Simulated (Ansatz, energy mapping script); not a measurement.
# NiO: J from the energies of magnetic orders

Wanted: the magnetic order of NiO, its couplings and an estimate of its ordering temperature, by PBE+U (6 eV).

Calculated with Ansatz 0.2.0; PBE with U = 6 eV on Ni d, ortho-atomic projectors; plane waves, U on orthogonalised atomic orbitals unless named otherwise, collinear spin, no spin–orbit coupling.

**Measured values to reproduce.**

“Observation and resonant x-ray optical interpretation of multi-atom resonant photoemission effects in O 1s emission from NiO” (2006, arxiv:cond-mat/0609101) quotes from earlier work for NiO, rock salt (literature value for NiO): ordering temperature (Neel temperature) 524 K [Literature value cited from another work, not measured on this sample.].

Most raw output is cut from this account.

### 1. The structure

Symmetry: Fm-3m, No. 225, cubic system. The conventional cell has a = 4.172 Å, b = 4.172 Å, c = 4.172 Å, α = 90.00°, β = 90.00°, γ = 90.00°. Nearest to Ni lie 6 O at 2.09 Å. O has 6 Ni at 2.09 Å nearest. Farther neighbours and most contacts between anions are not listed.

A Hubbard U penalises fractional filling of the shell. It raises the cost of virtual hops to the neighbours, so couplings that rest on such hops usually weaken.

### 2. Which atoms carry moments

One run in the crystal's own cell, under PBE with U = 5.4 eV on Ni d, ortho-atomic projectors, shows which elements keep a moment. Transition or f elements with 0.3 μB or more enter the spin model; moments induced on other atoms do not.

Input file input.yaml:

```yaml
crystal:
  lattice:
    - [0.0, 2.085901641, 2.085901641]
    - [2.085901641, 0.0, 2.085901641]
    - [2.085901641, 2.085901641, 0.0]
  atoms:
    - { symbol: Ni, position: [0.0, 0.0, 0.0], spin: 2.0 }
    - { symbol: O, position: [0.5, 0.5, 0.5] }
magnetization:
  spin_polarized: true
kpoints:
  mp_grid: { grid: [11, 11, 11] }
hamiltonian:
  xc: pbe
  hubbard:
    sites: [{ species: Ni, l: d, u_eff: 5.4 }]
    projectors: ortho-atomic
scf:
  occupations: { method: fermi_dirac, width: 0.05 }
output:
  eigenvalues: true
```

The run is started by

```
$ ansatz run input.yaml --threads 4 --pin off --max-ram 8192MiB --backend cpu --events-out ev --progress --plain --runs-dir out
```

Wall time 3.1 s (4 threads of Arm Neoverse V1, shared host); peak memory 0.46 GiB.

Spin moment in the sphere by atom:

```csv
atom,spin moment in the sphere (μB)
Ni1,1.70
O2,0.22
```

The run ends ferromagnetic; Ni carries the moments.

### 3. A run to fix the orbital filling

A corrected shell can settle in several orbital fillings. One parallel run, with an occupation width a fifth wider than the orders use, therefore is to supply the occupation matrices. All orders start from them.

input.yaml, the sections that differ from step 2:

```yaml
hamiltonian:
  xc: pbe
  hubbard:
    sites: [{ species: Ni, l: d, u_eff: 6.0 }]
    projectors: ortho-atomic
scf:
  occupations: { method: fermi_dirac, width: 0.06 }
# crystal, magnetization, kpoints, output: as in step 2
```

It took 3.3 s on 4 threads; peak memory 0.45 GiB.

Numbers from this step:

```yaml
final_state: ferromagnetic
electrons_in_the_corrected_shells: 8.276 e
largest_moment: 1.716 μB
```

### 4. Order 1: parallel, cell A of 4 atoms

Each cell gets its own parallel run on the same mesh, so that most of the mesh error cancels in the differences.

Input file input.yaml:

```yaml
crystal:
  lattice:
    - [0.0, -2.085901641, -2.085901641]
    - [0.0, 2.085901641, -2.085901641]
    - [4.171803282, 0.0, 0.0]
  atoms:
    - { symbol: Ni, position: [0.5, 0.5, 0.5], spin: 2.0 }
    - { symbol: Ni, position: [0.0, 0.0, 0.0], spin: 2.0 }
    - { symbol: O, position: [0.5, 0.5, 0.0] }
    - { symbol: O, position: [0.0, 0.0, 0.5] }
magnetization:
  spin_polarized: true
kpoints:
  mp_grid: { grid: [9, 9, 6] }
hamiltonian:
  xc: pbe
  hubbard:
    sites:
      - { species: Ni, l: d, u_eff: 6.0 }
      - { site: 0, l: d, u_eff: 6.0, starting_ns: [{ spin: up, occupation_matrix: ni1_major }, { spin: down, occupation_matrix: ni1_minor }] }
      - { site: 1, l: d, u_eff: 6.0, starting_ns: [{ spin: up, occupation_matrix: ni1_major }, { spin: down, occupation_matrix: ni1_minor }] }
    projectors: ortho-atomic
    occupation_matrices:
      ni1_major:
        matrix:
          - [0.998, 0.0, 0.0, 0.0, 0.0]
          - [0.0, 0.999, 0.0, 0.0, 0.0]
          - [0.0, 0.0, 0.999, 0.0, 0.0]
          - [0.0, 0.0, 0.0, 0.998, 0.0]
          - [0.0, 0.0, 0.0, 0.0, 0.999]
      ni1_minor:
        matrix:
          - [0.146, 0.0, 0.0, 0.0, 0.0]
          - [0.0, 0.997, 0.0, 0.0, 0.0]
          - [0.0, 0.0, 0.997, 0.0, 0.0]
          - [0.0, 0.0, 0.0, 0.146, 0.0]
          - [0.0, 0.0, 0.0, 0.0, 0.997]
scf:
  occupations: { method: fermi_dirac, width: 0.05 }
output:
  eigenvalues: true
  write_density: true
  write_potential: true
  elf: true
  volumetric_format: npy
```

The job ended after 3.4 s (4 threads; peak memory 0.41 GiB).

Spin moment in the sphere by atom:

| atom | spin moment in the sphere (μB) |
| --- | --- |
| Ni1 | 1.72 |
| Ni2 | 1.72 |
| O3 | 0.21 |
| O4 | 0.21 |

The run ends ferromagnetic.

Spin density in the ac plane of the conventional cell at fractional y = 0.000, with atoms of Ni and O within 0.2 Å of it.

Ten even steps from '_' (0.0 e/Å³) to '@' (5.8 e/Å³), each cell a mean:
```
**::____________________..==
::________________________..
____________________________
____________________________
______________..____________
____________::==..__________
__________::##@@==..________
__________..==**::__________
____________..::____________
____________________________
____________________________
..__________________________
==..______________________::
@@==..__________________::##
```
Columns run along a (4.2 Å), rows up along c (4.2 Å), edges of the conventional cell, whose origin can differ from the input's. Atoms in or near the plane, at fractional coordinates: Ni at (0.50, 0.50), Ni at (0.00, 0.00), O at (0.00, 0.50), O at (0.50, 0.00).

ELF in the ac plane of the conventional cell at fractional y = 0.000, with atoms of Ni and O within 0.2 Å of it. It is the smooth field of the valence electrons, not physical close to the nuclei.

Values, 14 rows by 14 columns, each cell a mean:
```
0.56 0.41 0.20 0.15 0.53 0.79 0.66 0.58 0.75 0.73 0.33 0.12 0.29 0.49
0.29 0.27 0.17 0.14 0.41 0.71 0.78 0.78 0.77 0.60 0.25 0.12 0.23 0.29
0.13 0.13 0.11 0.10 0.21 0.41 0.55 0.57 0.50 0.32 0.14 0.10 0.13 0.13
0.34 0.29 0.19 0.11 0.10 0.14 0.15 0.15 0.15 0.12 0.10 0.14 0.24 0.32
0.75 0.69 0.48 0.20 0.12 0.18 0.20 0.19 0.20 0.14 0.12 0.32 0.60 0.73
0.69 0.77 0.69 0.30 0.14 0.28 0.41 0.43 0.36 0.20 0.16 0.49 0.77 0.74
0.41 0.70 0.75 0.35 0.13 0.29 0.55 0.63 0.44 0.19 0.17 0.57 0.78 0.57
0.54 0.73 0.73 0.33 0.13 0.29 0.50 0.56 0.41 0.20 0.16 0.55 0.78 0.65
0.78 0.77 0.60 0.25 0.13 0.23 0.29 0.29 0.28 0.18 0.14 0.41 0.71 0.79
0.56 0.48 0.31 0.14 0.10 0.13 0.13 0.12 0.13 0.11 0.10 0.21 0.40 0.53
0.16 0.15 0.12 0.09 0.14 0.25 0.33 0.35 0.30 0.20 0.11 0.10 0.14 0.16
0.19 0.19 0.14 0.12 0.32 0.60 0.73 0.75 0.69 0.48 0.20 0.11 0.17 0.20
0.44 0.36 0.20 0.15 0.49 0.77 0.74 0.70 0.78 0.69 0.30 0.13 0.27 0.41
0.66 0.44 0.18 0.16 0.56 0.78 0.55 0.40 0.69 0.75 0.35 0.12 0.29 0.56
```
Columns run along a (4.2 Å), rows up along c (4.2 Å), edges of the conventional cell, whose origin can differ from the input's. Atoms in or near the plane, at fractional coordinates: Ni at (0.50, 0.50), Ni at (0.00, 0.00), O at (0.00, 0.50), O at (0.50, 0.00).

### 5. Compensated +− start in cell A (4 atoms)

This order reverses 8 of the 12 neighbours at 2.95 Å, 0 of the 6 neighbours at 4.17 Å and 16 of the 24 neighbours at 5.11 Å, counted for an average magnetic atom.

Edit input.yaml of step 4 so:

```diff
@@ -7,3 +7,3 @@
     - { symbol: Ni, position: [0.5, 0.5, 0.5], spin: 2.0 }
-    - { symbol: Ni, position: [0.0, 0.0, 0.0], spin: 2.0 }
+    - { symbol: Ni, position: [0.0, 0.0, 0.0], spin: -2.0 }
     - { symbol: O, position: [0.5, 0.5, 0.0] }
@@ -20,3 +20,3 @@
       - { site: 0, l: d, u_eff: 6.0, starting_ns: [{ spin: up, occupation_matrix: ni1_major }, { spin: down, occupation_matrix: ni1_minor }] }
-      - { site: 1, l: d, u_eff: 6.0, starting_ns: [{ spin: up, occupation_matrix: ni1_major }, { spin: down, occupation_matrix: ni1_minor }] }
+      - { site: 1, l: d, u_eff: 6.0, starting_ns: [{ spin: up, occupation_matrix: ni1_minor }, { spin: down, occupation_matrix: ni1_major }] }
     projectors: ortho-atomic
```

Run time: 1.6 s. Hardware: 4 threads; peak memory 0.4 GiB.

Spin moment in the sphere by atom:

```csv
atom,spin moment in the sphere (μB)
Ni1,1.72
Ni2,-1.72
O3,-0.07
O4,0.07
```

The run ends antiferromagnetic, 10.46 meV a magnetic atom above the parallel order of its cell.

Spin density in the ac plane of the conventional cell at fractional y = 0.000, with atoms of Ni and O within 0.2 Å of it.

Ten even steps from '_' (-5.8 e/Å³) to '@' (5.7 e/Å³), each cell a mean:
```
..--====++++++++++++++====::
--====++++++++++++++++======
====++++++++++++++++++++====
++++++++++++++++++++++++++++
++++++++++++++++++++++++++++
==++++++++++**##++++++++++==
==++++++++**%%@@##++++++++++
==++++++++++##%%**++++++++++
==++++++++++++**++++++++++==
++++++++++++++++++++++++++++
====++++++++++++++++++++++==
====++++++++++++++++++++====
::======++++++++++++++====--
__::====++====++==++++==--..
```
Columns run along a (4.2 Å), rows up along c (4.2 Å), edges of the conventional cell, whose origin can differ from the input's. Atoms in or near the plane, at fractional coordinates: Ni at (0.50, 0.50), Ni at (0.00, 0.00), O at (0.00, 0.50), O at (0.50, 0.00).

ELF in the ac plane of the conventional cell at fractional y = 0.000, with atoms of Ni and O within 0.2 Å of it. It is the smooth field of the valence electrons, not physical close to the nuclei.

Ten even steps from '0' (0.10) to '9' (0.79), each cell a mean:
```
64106986993025
22104899972012
00001466530000
32100000000023
98510111100379
89820244310599
48930267411696
69930256410697
99720122210489
65300000000146
00000233210000
11003799851011
43105998982024
84106964893026
```
Columns run along a (4.2 Å), rows up along c (4.2 Å), edges of the conventional cell, whose origin can differ from the input's. Atoms in or near the plane, at fractional coordinates: Ni at (0.50, 0.50), Ni at (0.00, 0.00), O at (0.00, 0.50), O at (0.50, 0.00).

### 6. A changed input

The input is changed once more, to see how this run answers a poor choice.

Edit input.yaml of step 5 so:

```diff
@@ -12,2 +12,3 @@
   spin_polarized: true
+  spin_orbit: true
 kpoints:
@@ -37,9 +38,7 @@
           - [0.0, 0.0, 0.0, 0.0, 0.997]
+  pseudopotentials: { kind: nc }
 scf:
   occupations: { method: fermi_dirac, width: 0.05 }
+  max_iter: 75
 output:
   eigenvalues: true
-  write_density: true
-  write_potential: true
-  elf: true
-  volumetric_format: npy
```

It took 0.02 s on 4 threads; peak memory 0.032 GiB.

The program refused the input before any cycle.

The program's message: “Error: 2 input errors — fix all and re-run”

The change that led to it: magnetization and hamiltonian.pseudopotentials = {"kind": "nc"}.

### 7. Order 3: parallel, cell B of 4 atoms

A new cell needs its own zero of energy.

This run holds the same structure in another cell (c 4.172 → 5.109 Å, α 90.0 → 73.2°, β 90.0 → 73.2°, γ 90.0 → 60.0°).

Input file input.yaml:

```yaml
crystal:
  lattice:
    - [0.0, -2.085901641, -2.085901641]
    - [-2.085901641, 0.0, -2.085901641]
    - [2.085901641, 2.085901641, -4.171803282]
  atoms:
    - { symbol: Ni, position: [0.5, 0.5, 0.5], spin: 2.0 }
    - { symbol: Ni, position: [0.0, 0.0, 0.0], spin: 2.0 }
    - { symbol: O, position: [0.75, 0.75, 0.75] }
    - { symbol: O, position: [0.25, 0.25, 0.25] }
magnetization:
  spin_polarized: true
kpoints:
  mp_grid: { grid: [10, 10, 10] }
hamiltonian:
  xc: pbe
  hubbard:
    sites:
      - { species: Ni, l: d, u_eff: 6.0 }
      - { site: 0, l: d, u_eff: 6.0, starting_ns: [{ spin: up, occupation_matrix: ni1_major }, { spin: down, occupation_matrix: ni1_minor }] }
      - { site: 1, l: d, u_eff: 6.0, starting_ns: [{ spin: up, occupation_matrix: ni1_major }, { spin: down, occupation_matrix: ni1_minor }] }
    projectors: ortho-atomic
    occupation_matrices:
      ni1_major:
        matrix:
          - [0.998, 0.0, 0.0, 0.0, 0.0]
          - [0.0, 0.999, 0.0, 0.0, 0.0]
          - [0.0, 0.0, 0.999, 0.0, 0.0]
          - [0.0, 0.0, 0.0, 0.998, 0.0]
          - [0.0, 0.0, 0.0, 0.0, 0.999]
      ni1_minor:
        matrix:
          - [0.146, 0.0, 0.0, 0.0, 0.0]
          - [0.0, 0.997, 0.0, 0.0, 0.0]
          - [0.0, 0.0, 0.997, 0.0, 0.0]
          - [0.0, 0.0, 0.0, 0.146, 0.0]
          - [0.0, 0.0, 0.0, 0.0, 0.997]
scf:
  occupations: { method: fermi_dirac, width: 0.05 }
output:
  eigenvalues: true
```

Wall time 5.9 s (4 threads); peak memory 0.49 GiB.

The run ends ferromagnetic. For each magnetic atom its energy differs from the parallel run of the first cell by 0.04 meV, an error that one common reference would have brought in.

### 8. Compensated +− start in cell B (4 atoms)

This order reverses 6 of the 12 neighbours at 2.95 Å, 6 of the 6 neighbours at 4.17 Å and 12 of the 24 neighbours at 5.11 Å, counted for an average magnetic atom.

Edit input.yaml of step 7 so:

```diff
@@ -7,3 +7,3 @@
     - { symbol: Ni, position: [0.5, 0.5, 0.5], spin: 2.0 }
-    - { symbol: Ni, position: [0.0, 0.0, 0.0], spin: 2.0 }
+    - { symbol: Ni, position: [0.0, 0.0, 0.0], spin: -2.0 }
     - { symbol: O, position: [0.75, 0.75, 0.75] }
@@ -20,3 +20,3 @@
       - { site: 0, l: d, u_eff: 6.0, starting_ns: [{ spin: up, occupation_matrix: ni1_major }, { spin: down, occupation_matrix: ni1_minor }] }
-      - { site: 1, l: d, u_eff: 6.0, starting_ns: [{ spin: up, occupation_matrix: ni1_major }, { spin: down, occupation_matrix: ni1_minor }] }
+      - { site: 1, l: d, u_eff: 6.0, starting_ns: [{ spin: up, occupation_matrix: ni1_minor }, { spin: down, occupation_matrix: ni1_major }] }
     projectors: ortho-atomic
```

Run time: 3.1 s. Hardware: 4 threads; peak memory 0.48 GiB; 12 s of CPU time.

The run ends antiferromagnetic, 107.66 meV a magnetic atom below the parallel order of its cell.

### 9. Run 5 (parallel; cell C, 6 atoms)

The parallel order again, as the reference for this cell.

Input file input.yaml:

```yaml
crystal:
  lattice:
    - [0.0, 2.085901641, 2.085901641]
    - [-2.085901641, 0.0, -2.085901641]
    - [-4.171803282, -4.171803282, 4.171803282]
  atoms:
    - { symbol: Ni, position: [0.0, 0.0, 0.0], spin: 2.0 }
    - { symbol: Ni, position: [0.333333333, 0.666666667, 0.666666667], spin: 2.0 }
    - { symbol: Ni, position: [0.666666667, 0.333333333, 0.333333333], spin: 2.0 }
    - { symbol: O, position: [0.666666667, 0.333333333, 0.833333333] }
    - { symbol: O, position: [0.0, 0.0, 0.5] }
    - { symbol: O, position: [0.333333333, 0.666666667, 0.166666667] }
magnetization:
  spin_polarized: true
kpoints:
  mp_grid: { grid: [10, 10, 4] }
hamiltonian:
  xc: pbe
  hubbard:
    sites:
      - { species: Ni, l: d, u_eff: 6.0 }
      - { site: 0, l: d, u_eff: 6.0, starting_ns: [{ spin: up, occupation_matrix: ni1_major }, { spin: down, occupation_matrix: ni1_minor }] }
      - { site: 1, l: d, u_eff: 6.0, starting_ns: [{ spin: up, occupation_matrix: ni1_major }, { spin: down, occupation_matrix: ni1_minor }] }
      - { site: 2, l: d, u_eff: 6.0, starting_ns: [{ spin: up, occupation_matrix: ni1_major }, { spin: down, occupation_matrix: ni1_minor }] }
    projectors: ortho-atomic
    occupation_matrices:
      ni1_major:
        matrix:
          - [0.998, 0.0, 0.0, 0.0, 0.0]
          - [0.0, 0.999, 0.0, 0.0, 0.0]
          - [0.0, 0.0, 0.999, 0.0, 0.0]
          - [0.0, 0.0, 0.0, 0.998, 0.0]
          - [0.0, 0.0, 0.0, 0.0, 0.999]
      ni1_minor:
        matrix:
          - [0.146, 0.0, 0.0, 0.0, 0.0]
          - [0.0, 0.997, 0.0, 0.0, 0.0]
          - [0.0, 0.0, 0.997, 0.0, 0.0]
          - [0.0, 0.0, 0.0, 0.146, 0.0]
          - [0.0, 0.0, 0.0, 0.0, 0.997]
scf:
  occupations: { method: fermi_dirac, width: 0.05 }
output:
  eigenvalues: true
```

It took 5.8 s on 4 threads; peak memory 0.5 GiB.

The run ends ferromagnetic. For each magnetic atom its energy differs from the parallel run of the first cell by 0.11 meV, an error that one common reference would have brought in.

### 10. Uncompensated ++− start in cell C (6 atoms)

This order reverses 4 of the 12 neighbours at 2.95 Å, 4 of the 6 neighbours at 4.17 Å and 12 of the 24 neighbours at 5.11 Å, counted for an average magnetic atom.

Edit input.yaml of step 9 so:

```diff
@@ -8,3 +8,3 @@
     - { symbol: Ni, position: [0.333333333, 0.666666667, 0.666666667], spin: 2.0 }
-    - { symbol: Ni, position: [0.666666667, 0.333333333, 0.333333333], spin: 2.0 }
+    - { symbol: Ni, position: [0.666666667, 0.333333333, 0.333333333], spin: -2.0 }
     - { symbol: O, position: [0.666666667, 0.333333333, 0.833333333] }
@@ -23,3 +23,3 @@
       - { site: 1, l: d, u_eff: 6.0, starting_ns: [{ spin: up, occupation_matrix: ni1_major }, { spin: down, occupation_matrix: ni1_minor }] }
-      - { site: 2, l: d, u_eff: 6.0, starting_ns: [{ spin: up, occupation_matrix: ni1_major }, { spin: down, occupation_matrix: ni1_minor }] }
+      - { site: 2, l: d, u_eff: 6.0, starting_ns: [{ spin: up, occupation_matrix: ni1_minor }, { spin: down, occupation_matrix: ni1_major }] }
     projectors: ortho-atomic
```

It took 5.4 s on 4 threads; peak memory 0.51 GiB; 21 s of CPU time.

The run ends ferrimagnetic, 75.00 meV a magnetic atom below the parallel order of its cell.

### 11. Run 7 (parallel; cell D, 6 atoms)

This run holds the same structure in another cell (c 7.226 → 6.596 Å, α 90.0 → 102.9°, β 90.0 → 102.9°, γ 120.0 → 90.0°).

Input file input.yaml:

```yaml
crystal:
  lattice:
    - [0.0, 2.085901641, 2.085901641]
    - [0.0, 2.085901641, -2.085901641]
    - [-6.257704923, -2.085901641, 0.0]
  atoms:
    - { symbol: Ni, position: [0.0, 0.0, 0.0], spin: 2.0 }
    - { symbol: Ni, position: [0.333333333, 0.333333333, 0.666666667], spin: 2.0 }
    - { symbol: Ni, position: [0.666666667, 0.666666667, 0.333333333], spin: 2.0 }
    - { symbol: O, position: [0.833333333, 0.833333333, 0.666666667] }
    - { symbol: O, position: [0.166666667, 0.166666667, 0.333333333] }
    - { symbol: O, position: [0.5, 0.5, 0.0] }
magnetization:
  spin_polarized: true
kpoints:
  mp_grid: { grid: [9, 9, 9] }
hamiltonian:
  xc: pbe
  hubbard:
    sites:
      - { species: Ni, l: d, u_eff: 6.0 }
      - { site: 0, l: d, u_eff: 6.0, starting_ns: [{ spin: up, occupation_matrix: ni1_major }, { spin: down, occupation_matrix: ni1_minor }] }
      - { site: 1, l: d, u_eff: 6.0, starting_ns: [{ spin: up, occupation_matrix: ni1_major }, { spin: down, occupation_matrix: ni1_minor }] }
      - { site: 2, l: d, u_eff: 6.0, starting_ns: [{ spin: up, occupation_matrix: ni1_major }, { spin: down, occupation_matrix: ni1_minor }] }
    projectors: ortho-atomic
    occupation_matrices:
      ni1_major:
        matrix:
          - [0.998, 0.0, 0.0, 0.0, 0.0]
          - [0.0, 0.999, 0.0, 0.0, 0.0]
          - [0.0, 0.0, 0.999, 0.0, 0.0]
          - [0.0, 0.0, 0.0, 0.998, 0.0]
          - [0.0, 0.0, 0.0, 0.0, 0.999]
      ni1_minor:
        matrix:
          - [0.146, 0.0, 0.0, 0.0, 0.0]
          - [0.0, 0.997, 0.0, 0.0, 0.0]
          - [0.0, 0.0, 0.997, 0.0, 0.0]
          - [0.0, 0.0, 0.0, 0.146, 0.0]
          - [0.0, 0.0, 0.0, 0.0, 0.997]
scf:
  occupations: { method: fermi_dirac, width: 0.05 }
output:
  eigenvalues: true
```

Elapsed: 7.4 s, on 4 threads; peak memory 0.58 GiB; 26 s of CPU time.

The run ends ferromagnetic. For each magnetic atom its energy differs from the parallel run of the first cell by -0.03 meV, an error that one common reference would have brought in.

(Continued in part 2 of 2.)

[Logs and program files are shortened in this print: banners, set-up blocks, solver, clock and traceback lines can be left out without a mark of their own.]

[Logs are printed without paths, hosts, clocks, repeated set-up lines and the standing remarks that a program may print on its own settings, such as how far it seeks lower states.]

[Hosts, paths, dates, database ids (printed as entryN), source tags and the programs' standing remarks are cut or masked in the printed files.]

[Where a cell is said to come from a database of computed structures, the database is the Materials Project.]
